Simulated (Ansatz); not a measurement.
# ZnInGaAgS4: relaxing a made-up structure

This structure for ZnInGaAgS4 is made up. Its elements were placed in a known structure type with a cell scaled to their sizes. What cell does the guess relax to, and how far off was it?

Main program and level: Ansatz 0.2.0; DFT, PBEsol, plane-wave PAW, files of the set soft_1, scalar-relativistic, no spin, cell and ions relaxed at zero pressure; PAW set soft_1.

## Step 1: Set-up

It takes space group I-4 (No. 82, tetragonal). The conventional cell has a = 6.108 Å, b = 6.108 Å, c = 11.625 Å, α = 90.00°, β = 90.00°, γ = 90.00°. Nearest to In lie 4 S at 2.74 Å. Nearest to Ag lie 4 S at 2.66 Å. Nearest to Ga lie 4 S at 2.54 Å. Nearest to Zn lie 4 S at 2.49 Å. Nearest to S lie 1 Zn at 2.49 Å and 1 Ga at 2.54 Å and 1 Ag at 2.66 Å and 1 In at 2.74 Å. Farther neighbours and most contacts between anions are not listed.

## Step 2: Relaxing cell and atoms

The guess takes its coordinates from another compound and its volume from a rule, so the cell and any free coordinates are relaxed together.

Input file input.yaml:

```yaml
crystal:
  lattice:
    - [-3.054, 3.054, 5.8125]
    - [3.054, -3.054, 5.8125]
    - [3.054, 3.054, -5.8125]
  atoms:
    - { symbol: In, position: [0.5, 0.5, 0.0] }
    - { symbol: Ag, position: [0.25, 0.75, 0.5] }
    - { symbol: Ga, position: [0.75, 0.25, 0.5] }
    - { symbol: Zn, position: [0.0, 0.0, 0.0] }
    - { symbol: S, position: [0.8853, 0.3499, 0.9826] }
    - { symbol: S, position: [0.3673, 0.9027, 0.0174] }
    - { symbol: S, position: [0.6501, 0.6327, 0.5354] }
    - { symbol: S, position: [0.0973, 0.1147, 0.4646] }
kpoints:
  mp_grid: { grid: [6, 6, 6] }
scf:
  occupations: { method: fermi_dirac, width: 0.05 }
hamiltonian:
  xc: pbesol
  pseudopotentials: { kind: paw, azcp: { folder: soft_1 }, xc_functional: pbe }
relax:
  f_tol: 0.015
  max_steps: 70
  cell: {}
output:
  forces: true
  stress: true
```

Command:

```sh
$ ansatz run input.yaml --threads 4 --pin off --max-ram 10240MiB --backend cpu --events-out ev --progress --plain --runs-dir out
```

Numbers of over 12 decimals in the logs are rounded to 6 here.

What it wrote:

```text
Engine: ansatz 0.2.0, aarch64-unknown-linux-gnu
Pseudopotentials: kind: paw
Pseudopotential: In, paw, valence charge 13, recommended cutoff 420 eV (normal), soft_1/In.paw.azcp
Pseudopotential: Ag, paw, valence charge 19, recommended cutoff 420 eV (normal), soft_1/Ag.paw.azcp
Pseudopotential: Ga, paw, valence charge 13, recommended cutoff 420 eV (normal), soft_1/Ga.paw.azcp
Pseudopotential: Zn, paw, valence charge 12, recommended cutoff 420 eV (normal), soft_1/Zn.paw.azcp
Pseudopotential: S, paw, valence charge 6, recommended cutoff 420 eV (normal), soft_1/S.paw.azcp
Functional definition: PBEsol
  exchange = pbesol_x
  correlation = pbesol_c
Crystal: 8 atoms, lattice volume = 216.851 Å³
Basis set: ecut = 420 eV, 4219 PW (Γ), exchange–correlation on 100×100×100 points (8 copies of the dense FFT grid, shifted against one another)
Bands: 49, of which v1, the nominal top of the filled ones, is band 41 counted from 1 (40 counted from 0)
Symmetry: 4 space group operations
Space group: I-4 (ITA 82), of the structure as read, at distance tolerance 6.0e-5 Å
k-points: 36 of 216 (time reversal used)
Non-local potential: In, projectors of the file, l = 0: 2, l = 1: 2, l = 2: 2, l = 3: 1
Non-local potential: Ag, projectors of the file, l = 0: 3, l = 1: 2, l = 2: 2, l = 3: 1
Non-local potential: Ga, projectors of the file, l = 0: 2, l = 1: 2, l = 2: 3, l = 3: 1
Non-local potential: Zn, projectors of the file, l = 0: 2, l = 1: 2, l = 2: 3, l = 3: 1
Non-local potential: S, projectors of the file, l = 0: 2, l = 1: 2, l = 2: 1
PAW form: soft (Blöchl's): semilocal exchange-correlation on the pseudo side does not see the compensation charge
PAW frozen core: In, regenerated for the run's functional, and the local potential with it (the file was generated under x = pbe(κ = 0.804, μ = 0.219515), c = pbe(β = 0.066725))
PAW frozen core: Ag, regenerated for the run's functional, and the local potential with it (the file was generated under x = pbe(κ = 0.804, μ = 0.219515), c = pbe(β = 0.066725))
PAW frozen core: Ga, regenerated for the run's functional, and the local potential with it (the file was generated under x = pbe(κ = 0.804, μ = 0.219515), c = pbe(β = 0.066725))
PAW frozen core: Zn, regenerated for the run's functional, and the local potential with it (the file was generated under x = pbe(κ = 0.804, μ = 0.219515), c = pbe(β = 0.066725))
PAW frozen core: S, regenerated for the run's functional, and the local potential with it (the file was generated under x = pbe(κ = 0.804, μ = 0.219515), c = pbe(β = 0.066725))
PAW one-centre angular grid: In, 590 points (default); XC on 64 Gauss nodes
PAW one-centre angular grid: Ag, 590 points (default); XC on 64 Gauss nodes
PAW one-centre angular grid: Ga, 590 points (default); XC on 64 Gauss nodes
PAW one-centre angular grid: Zn, 590 points (default); XC on 64 Gauss nodes
PAW one-centre angular grid: S, 110 points (default); XC on 64 Gauss nodes
Initial density: superposition of atomic densities (chi_scale 0.1, normalization cell, long waves kept (reshape's long-wave potential 0.01 eV rms))
Initial wavefunctions: pseudopotential atomic-orbital guess
Functional: x = pbesol(κ = 0.804, μ = 0.123457), c = pbesol(β = 0.046)
SCF iter   1: F=—  HF=-23614.381745 eV  |F-HF|=—  |Δ(HF+E_count)|=         —  Δρ=2.98e-2  dr2=1.10e0  ethr=3.10e-3  ⟨swp⟩=7.3  Hψ=7201  notcnv=0  defer=13
preconditioner: auto → LDOS  [metal: Δε(μ)=0.017 eV  Ē_g=11.262 eV  σ=0.050 eV  W_gap=0.08  n_scr=36 (ndim 8)  ℏωp=21.5 eV  f_vac=0.028  D(μ)=3.85/eV (n_scr^D=14)  β→1.0]
SCF iter   2: F=—  HF=-23614.357359 eV  |F-HF|=—  |Δ(HF+E_count)|=   2.44e-2  Δρ=2.30e-2  dr2=6.15e-1  ethr=1.36e-3  ⟨swp⟩=3.0  Hψ=3762  notcnv=0  defer=70
SCF iter   3: F=—  HF=-23614.210268 eV  |F-HF|=—  |Δ(HF+E_count)|=   1.47e-1  Δρ=1.34e-2  dr2=1.97e-1  ethr=7.59e-4  ⟨swp⟩=3.0  Hψ=3760  notcnv=0  defer=70
SCF iter   4: F=—  HF=-23614.120703 eV  |F-HF|=—  |Δ(HF+E_count)|=   8.96e-2  Δρ=4.15e-3  dr2=1.99e-2  ethr=2.44e-4  ⟨swp⟩=2.0  Hψ=3097  notcnv=0  defer=70
SCF iter   5: F=—  HF=-23614.112704 eV  |F-HF|=—  |Δ(HF+E_count)|=   8.00e-3  Δρ=9.67e-4  dr2=1.64e-3  ethr=2.46e-5  ⟨swp⟩=2.0  Hψ=2447  notcnv=0  defer=70
SCF iter   6: F=—  HF=-23614.112223 eV  |F-HF|=—  |Δ(HF+E_count)|=   4.81e-4  Δρ=2.26e-4  dr2=1.74e-4  ethr=2.03e-6  ⟨swp⟩=2.1  Hψ=3259  notcnv=0  defer=70
SCF iter   7: F=—  HF=-23614.112195 eV  |F-HF|=—  |Δ(HF+E_count)|=   2.83e-5  Δρ=9.10e-5  dr2=4.19e-5  ethr=2.15e-7  ⟨swp⟩=2.0  Hψ=2971  notcnv=0  defer=70
SCF iter   8: F=—  HF=-23614.112154 eV  |F-HF|=—  |Δ(HF+E_count)|=   4.02e-5  Δρ=4.25e-5  dr2=7.24e-6  ethr=5.17e-8  ⟨swp⟩=2.0  Hψ=2289  notcnv=0  defer=70
SCF iter   9: F=—  HF=-23614.112153 eV  |F-HF|=—  |Δ(HF+E_count)|=   1.24e-6  Δρ=3.72e-5  dr2=3.25e-6  ethr=8.94e-9  ⟨swp⟩=2.0  Hψ=3158  notcnv=0  defer=70
SCF iter  10: F=—  HF=-23614.112152 eV  |F-HF|=—  |Δ(HF+E_count)|=   8.33e-7  Δρ=8.85e-6  dr2=1.78e-7  ethr=4.02e-9  ⟨swp⟩=2.0  Hψ=3144  notcnv=0  defer=70
SCF iter  11: F=-23614.112152 eV  HF=-23614.112152 eV  |F-HF|=1.23e-8  |Δ(HF+E_count)|=   9.78e-9  Δρ=3.03e-6  dr2=2.19e-8  ethr=1.23e-10  ⟨swp⟩=5.0  Hψ=6383  notcnv=0
SCF 1 converged in 11 iterations: F = -23614.112152 eV  dr2 = 2.19e-8
  greatest PAW one-centre occupation: 1.001 electrons in one spin orbital (limit 2), on the Ag atom at site 1 (counted from 0), in its partial waves of l = 0
relax step   1: F+E_penalty+E_count = -23614.11215236 eV  Δ(F+E_penalty+E_count) = +0.000e0 eV  max|allowed force component| = 3.592e-1 eV/Å  Δτ_max = 0.0000 Å  P = -7.964 GPa  Ω = 216.851 Å³  (11 SCF iters, dr2 threshold 1.00e-7 eV, accepted)
Crystal: 8 atoms, lattice volume = 187.851 Å³
Basis set: ecut = 420 eV, 3667 PW (Γ), exchange–correlation on 100×100×100 points (8 copies of the dense FFT grid, shifted against one another)
Initial density: handed on by an earlier stage of this run
Initial wavefunctions: those handed on with the density
iter 1 solved again at ethr=1.01e-4 eV; its pass at ethr=3.10e-3 eV (dr2=8.19e-2 eV) is discarded
SCF iter   1: F=—  HF=-23615.215589 eV  |F-HF|=—  |Δ(HF+E_count)|=         —  Δρ=5.98e-3  dr2=8.36e-2  ethr=1.01e-4  ⟨swp⟩=1.8  Hψ=9961  notcnv=0
preconditioner: auto → LDOS  [metal: Δε(μ)=0.018 eV  Ē_g=11.609 eV  σ=0.050 eV  W_gap=0.09  n_scr=36 (ndim 8)  ℏωp=23.1 eV  f_vac=0.028  D(μ)=3.48/eV (n_scr^D=14)  β→1.0]
SCF iter   2: F=—  HF=-23615.219710 eV  |F-HF|=—  |Δ(HF+E_count)|=   4.12e-3  Δρ=6.70e-3  dr2=8.76e-2  ethr=1.01e-4  ⟨swp⟩=3.2  Hψ=3783  notcnv=0
SCF iter   3: F=—  HF=-23615.198327 eV  |F-HF|=—  |Δ(HF+E_count)|=   2.14e-2  Δρ=1.99e-3  dr2=7.11e-3  ethr=1.01e-4  ⟨swp⟩=2.9  Hψ=3786  notcnv=0  defer=67
[...]
SCF iter   4: F=—  HF=-23615.347272 eV  |F-HF|=—  |Δ(HF+E_count)|=   1.45e-3  Δρ=3.35e-4  dr2=3.25e-4  ethr=7.49e-6  ⟨swp⟩=2.0  Hψ=3185  notcnv=0  defer=54
SCF iter   5: F=—  HF=-23615.347194 eV  |F-HF|=—  |Δ(HF+E_count)|=   7.79e-5  Δρ=1.94e-4  dr2=7.57e-5  ethr=4.02e-7  ⟨swp⟩=2.2  Hψ=2829  notcnv=0  defer=54
SCF iter   6: F=—  HF=-23615.347191 eV  |F-HF|=—  |Δ(HF+E_count)|=   3.48e-6  Δρ=1.34e-4  dr2=3.51e-5  ethr=9.35e-8  ⟨swp⟩=2.0  Hψ=2506  notcnv=0  defer=54
SCF iter   7: F=—  HF=-23615.347183 eV  |F-HF|=—  |Δ(HF+E_count)|=   8.15e-6  Δρ=4.44e-5  dr2=7.15e-6  ethr=4.33e-8  ⟨swp⟩=2.0  Hψ=2476  notcnv=0  defer=54
SCF iter   8: F=-23615.347180 eV  HF=-23615.347181 eV  |F-HF|=2.18e-7  |Δ(HF+E_count)|=   2.17e-6  Δρ=1.50e-5  dr2=6.21e-7  ethr=9.88e-10  ⟨swp⟩=4.0  Hψ=7516  notcnv=0
SCF 3 converged in 8 iterations: F = -23615.347180 eV  dr2 = 6.21e-7
relax step   3: F+E_penalty+E_count = -23615.34718031 eV  Δ(F+E_penalty+E_count) = -1.504e-1 eV  max|allowed force component| = 2.151e-1 eV/Å  Δτ_max = 0.0826 Å  P = +1.584 GPa  Ω = 175.318 Å³  energy of the carried Pulay correction = +8.873e-3 eV  (8 SCF iters, dr2 threshold 8.00e-7 eV, accepted)
[...]
relax step   4: F+E_penalty+E_count = -23615.37678133 eV  Δ(F+E_penalty+E_count) = -2.960e-2 eV  max|allowed force component| = 4.868e-2 eV/Å  Δτ_max = 0.0257 Å  P = +0.031 GPa  Ω = 179.065 Å³  energy of the carried Pulay correction = +7.996e-3 eV  (7 SCF iters, dr2 threshold 8.00e-7 eV, accepted)
[...]
relax step   5: F+E_penalty+E_count = -23615.37863487 eV  Δ(F+E_penalty+E_count) = -1.854e-3 eV  max|allowed force component| = 6.512e-3 eV/Å  Δτ_max = 0.0094 Å  P = -0.016 GPa  Ω = 179.196 Å³  energy of the carried Pulay correction = +7.965e-3 eV  (7 SCF iters, dr2 threshold 1.48e-7 eV, accepted)
[...]
relax step   6: F+E_penalty+E_count = -23615.37905221 eV  Δ(F+E_penalty+E_count) = -4.173e-4 eV  max|allowed force component| = 7.435e-3 eV/Å  Δτ_max = 0.0006 Å  P = -0.012 GPa  Ω = 179.151 Å³  energy of the carried Pulay correction = +7.976e-3 eV  (7 SCF iters, dr2 threshold 3.52e-8 eV, accepted)
[...]
relax step   7: F+E_penalty+E_count = -23615.37914298 eV  Δ(F+E_penalty+E_count) = -9.077e-5 eV  max|allowed force component| = 3.559e-3 eV/Å  Δτ_max = 0.0023 Å  P = -0.002 GPa  Ω = 179.112 Å³  energy of the carried Pulay correction = +7.985e-3 eV  (7 SCF iters, dr2 threshold 6.45e-9 eV, accepted)
Basis set: ecut = 420 eV, 3555 PW (Γ), exchange–correlation on 96×96×96 points (8 copies of the dense FFT grid, shifted against one another)
Initial wavefunctions: pseudopotential atomic-orbital guess (no wavefunctions were taken with the density)
iter 1 solved again at ethr=1.36e-6 eV; its pass at ethr=3.10e-3 eV (dr2=1.10e-3 eV) is discarded
SCF iter   1: F=—  HF=-23615.371991 eV  |F-HF|=—  |Δ(HF+E_count)|=         —  Δρ=2.93e-4  dr2=4.07e-5  ethr=1.36e-6  ⟨swp⟩=3.1  Hψ=12684  notcnv=0
SCF iter   2: F=—  HF=-23615.372056 eV  |F-HF|=—  |Δ(HF+E_count)|=   6.52e-5  Δρ=3.36e-4  dr2=1.16e-4  ethr=5.02e-8  ⟨swp⟩=2.0  Hψ=3227  notcnv=0
SCF iter   3: F=—  HF=-23615.372050 eV  |F-HF|=—  |Δ(HF+E_count)|=   5.45e-6  Δρ=3.38e-4  dr2=1.10e-4  ethr=5.02e-8  ⟨swp⟩=3.0  Hψ=3377  notcnv=0
SCF iter   4: F=—  HF=-23615.371999 eV  |F-HF|=—  |Δ(HF+E_count)|=   5.12e-5  Δρ=1.02e-4  dr2=1.08e-5  ethr=5.02e-8  ⟨swp⟩=2.0  Hψ=2548  notcnv=0
SCF iter   5: F=—  HF=-23615.371996 eV  |F-HF|=—  |Δ(HF+E_count)|=   3.51e-6  Δρ=1.75e-5  dr2=2.92e-7  ethr=1.33e-8  ⟨swp⟩=2.0  Hψ=2996  notcnv=0
SCF iter   6: F=—  HF=-23615.371983 eV  |F-HF|=—  |Δ(HF+E_count)|=   1.25e-5  Δρ=2.12e-6  dr2=8.11e-9  ethr=3.60e-10  ⟨swp⟩=2.3  Hψ=2622  notcnv=0
SCF iter   7: F=—  HF=-23615.371983 eV  |F-HF|=—  |Δ(HF+E_count)|=   2.04e-9  Δρ=5.62e-7  dr2=5.01e-10  ethr=1.00e-11  ⟨swp⟩=2.0  Hψ=3229  notcnv=0
SCF iter   8: F=—  HF=-23615.371983 eV  |F-HF|=—  |Δ(HF+E_count)|=  5.82e-11  Δρ=2.68e-7  dr2=1.28e-10  ethr=1.00e-12  ⟨swp⟩=6.0  Hψ=7697  notcnv=0
SCF iter   9: F=-23615.371983 eV  HF=-23615.371983 eV  |F-HF|=0.00e0  |Δ(HF+E_count)|=  3.64e-11  Δρ=6.87e-8  dr2=8.32e-12  ethr=1.00e-12  ⟨swp⟩=5.0  Hψ=6601  notcnv=0
SCF 8 converged in 9 iterations: F = -23615.371983 eV  dr2 = 8.32e-12
relax step   8: F+E_penalty+E_count = -23615.37198313 eV  Δ(F+E_penalty+E_count) = +7.160e-3 eV  max|allowed force component| = 3.323e-3 eV/Å  Δτ_max = 0.0000 Å  P = -0.015 GPa  Ω = 179.112 Å³  stress off target by 2.09e-2 GPa  SCF on the basis re-selected at this cell (its energy is not comparable with the rows above)  (9 SCF iters)
basis re-selected at this cell: Δ(F+E_penalty+E_count) = +7.160e-3 eV, ΔP = -0.012 GPa vs the last step (what re-selecting the basis moved, of the pressure what is left beyond the Pulay correction that the steps carried, after the strain that the cell walked since its last selection, with what the two solves' SCF thresholds leave and, on support functions, any second-order correction that the steps lacked; it is no measure of the basis error at this ecutwfc). The dense FFT grid was sized anew with the basis: this SCF ran on 48×48×48 points, the steps before it on 50×50×50, so part of this shift can come from that change (see relax.cell in the input reference). [rest of the remark cut]
SCF converged after 9 iterations
Free energy (F): -23615.371983 eV
Harris-Foulkes:  -23615.371983 eV  (|F-HF|=0.00e0)
Internal energy: -23615.347571 eV  (E = F + TS)
E sigma→0 (E₀):  -23615.359777 eV
Entropy (-TS):   -0.024412 eV (-3.052 meV/atom)
Fermi energy:    8.106498 eV
--- Per-component energies (eV) ---
  E_band       = -530.553451
  E_kinetic    = 1365.250774
  E_local      = -8880.627629  (includes V_loc(G=0)·N_el)
  E_nonlocal   = 1233.504779
  E_hartree    = 4060.284966
  E_xc         = -790.623415
  E_vxc        = -725.779941  (∫ρ·V_xc dr)
  E_paw        = -14207.667185  (= ΣΔE_a)
  E_vpaw       = -1643.471396  (= ΣTr[D̂ρ^β])
  E_aug_tail   = 0.000054  (compensation charges beyond the density's cutoff)
  E_ewald      = -6397.936690
  E_core_change = 2.466776  (= ΣΔE_core)
  E_smearing   = -0.024412  (= −TS)
  E_closure    = -0.000000  (closes the sum)
  Σ components = -23615.371983   (vs F -23615.371983, Δ=0.00e0)
--- Forces (eV/Å), atoms counted from 1 ---
  atom   1  In     0.00000000     0.00000000     0.00000000
  atom   2  Ag     0.00000000    -0.00000000     0.00000000
  atom   3  Ga     0.00000000     0.00000000     0.00000000
  atom   4  Zn     0.00000000     0.00000000     0.00000000
  atom   5  S      0.00223951     0.00332333     0.00326266
  atom   6  S     -0.00223951    -0.00332333     0.00326266
  atom   7  S      0.00332333    -0.00223951    -0.00326266
  atom   8  S     -0.00332333     0.00223951    -0.00326266
  max |Σ_I F_I| component: 6.94e-17 eV/Å
--- Stress (GPa, compression-positive) ---
       -0.011409       0.000000      -0.000000
       -0.000000      -0.011409      -0.000000
       -0.000000      -0.000000      -0.020867
  P = ⅓ Tr σ = -0.0146 GPa (-0.146 kbar)
--- Relaxed structure (7 steps of the walk, 7 accepted, 1 SCFs on fresh bases) ---
  F+E_penalty+E_count = -23615.37198313 eV   max|allowed force component| = 3.323e-3 eV/Å   (the final SCF, on the basis selected at the relaxed cell)
  cell:  # Å, volume = 179.1116 Å³
    - [-2.876170, 2.876170, 5.412958]
    - [2.876170, -2.876170, 5.412958]
    - [2.876170, 2.876170, -5.412958]
  atoms:
    - { symbol: In, position: [0.5, 0.5, 4.304502731298875e-19] }
    - { symbol: Ag, position: [0.250000, 0.75, 0.5] }
    - { symbol: Ga, position: [0.75, 0.250000, 0.5] }
    - { symbol: Zn, position: [2.578338444790334e-19, 1.9126936925275975e-19, 4.3045027312989205e-19] }
    - { symbol: S, position: [0.888893, 0.340103, 0.966560] }
    - { symbol: S, position: [0.373543, 0.922332, 0.033440] }
    - { symbol: S, position: [0.659897, 0.626457, 0.548789] }
    - { symbol: S, position: [0.077668, 0.111107, 0.451211] }
```

It took 77 s on 4 threads of Arm Neoverse V1, shared host; peak memory 0.87 GiB.

This run has no spin polarisation although its electron count is odd.

Relaxation path:

| step | energy less that of the first step (eV) | largest force component (eV/Å) | pressure (GPa) | volume (Å³) |
| --- | --- | --- | --- | --- |
| 1 | 0.0000 | 0.3592 | -7.96 | 216.85 |
| 2 | -1.0846 | 0.4338 | -2.64 | 187.85 |
| 3 | -1.2350 | 0.2151 | 1.58 | 175.32 |
| 4 | -1.2646 | 0.0487 | 0.03 | 179.06 |
| 5 | -1.2665 | 0.0065 | -0.02 | 179.20 |
| 6 | -1.2669 | 0.0074 | -0.01 | 179.15 |
| 7 | -1.2670 | 0.0036 | 0.00 | 179.11 |
| 8* | -1.2598 | 0.0033 | -0.01 | 179.11 |

Relaxation steps marked * repeat the geometry before them on a plane-wave basis chosen anew for their cell, so energy and pressure can jump there.

Forces are held to the 4 operations that the run works with; a distortion that breaks them can't arise in this run.

| conventional cell, symmetrised | before | after | change |
| --- | --- | --- | --- |
| a (Å) | 6.108 | 5.752 | -5.8 % |
| b (Å) | 6.108 | 5.752 | -5.8 % |
| c (Å) | 11.625 | 10.826 | -6.9 % |
| volume (Å³/atom) | 27.11 | 22.39 | -17.4 % |

The atoms that moved most (Å, as changes of fractional coordinates times the final cell):

| atom | dx | dy | dz | length |
| --- | --- | --- | --- | --- |
| S7 | -0.008 | 0.085 | -0.053 | 0.100 |
| S5 | -0.085 | -0.008 | 0.053 | 0.100 |
| S6 | 0.085 | 0.008 | 0.053 | 0.100 |
| S8 | 0.008 | -0.085 | -0.053 | 0.100 |

The relaxed structure:

```
In Ag Ga Zn S
1.0
    -2.87617    2.87617    5.41296
     2.87617   -2.87617    5.41296
     2.87617    2.87617   -5.41296
In Ag Ga Zn S
1 1 1 1 4
Direct
  0.50000 0.50000 0.00000
  0.25000 0.75000 0.50000
  0.75000 0.25000 0.50000
  0.00000 0.00000 0.00000
  0.88889 0.34010 0.96656
  0.37354 0.92233 0.03344
  0.65990 0.62646 0.54879
  0.07767 0.11111 0.45121
```

This step gave:

* free energy: -23615.3720 eV
* energy at zero smearing: -23615.3598 eV
* smearing term TS: 0.02441 eV
* Fermi energy: 8.106 eV
* electrons: 81
* symmetry operations: 4
* pressure: -0.01456 GPa

The shortest distance of each pair, which need not be the same contact before and after:

| pair | guess (Å) | relaxed (Å) |
| --- | --- | --- |
| Ga–S | 2.537 | 2.301 |
| S–Zn | 2.488 | 2.325 |
| Ag–S | 2.662 | 2.530 |
| In–S | 2.740 | 2.649 |
| S–S | 4.016 | 3.681 |

The relaxation ends with a largest force component of 0.0033 eV/Å and a pressure of -0.01 GPa.

## Step 3: Summary of results

| Item | Value |
| --- | --- |
| space group, relaxed | I-4 |
| conventional cell | a = 5.752, b = 5.752, c = 10.826 Å; α = 90.0°, β = 90.0°, γ = 90.0° |
| volume per atom | 22.39 Å³ (guess 27.11) |

In words: ZnInGaAgS4 relaxes to I-4 with a = 5.752, b = 5.752 and c = 10.826 Å. The guessed volume was 21 % too large. The space group I-4 was held in the relaxation, so the end point is a stationary structure within it and may be a saddle against distortions or other arrangements. Mesh and cutoff weren't tested. No dispersion term is used, so weakly bound directions may come out too long. The runs have no spin, and magnetism wasn't tested. Nothing here tests whether the compound is stable against decomposition.

[Logs are printed without paths, hosts, clocks, repeated set-up lines and the standing remarks that a program may print on its own settings, such as how far it seeks lower states.]

[Hosts, paths, dates, database ids (printed as entryN), source tags and the programs' standing remarks are cut or masked in the printed files.]
